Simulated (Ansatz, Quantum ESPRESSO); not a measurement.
# 1T-SnSe2, 1 layer: the gap along the path at a withheld member of a series

Method. Quantum ESPRESSO 7.5, PBE, GBRV ultrasoft. Cell and atoms are first relaxed; each strained cell is then held and the atoms relax in it. A periodic run with 15 Å of vacuum in the starting cell gives the vacuum levels, and bands follow along a path. The series steps biaxial strain.

| biaxial strain | gap along the path (eV) |
| --- | --- |
| -4 % | 0.543 |
| -3 % | 0.606 |
| -2 % | 0.662 |
| -1 % | 0.709 |
| 1 % | 0.791 |
| 2 % | 0.827 |
| 3 % | 0.858 |
| 4 % | 0.884 |

**Question.** What is the gap along the path at 0 %?

**Fit.** The rows at -1 % and 1 % give a slope of (0.791 − (0.709))/(1 − (−1)) = 0.041, so a straight line gives 0.750 eV. A parabola through these and the row at -2 % gives 0.752 eV.

**The withheld run.** 0.751 eV. The line misses by −0.001 and the parabola by +0.001 eV. Both misses are under 5 % of the step from the nearer row.

Caveats: Semilocal gaps are too small; the 1×1 cell can't ripple over many cells under compression as a free sheet would. No spin-orbit coupling.
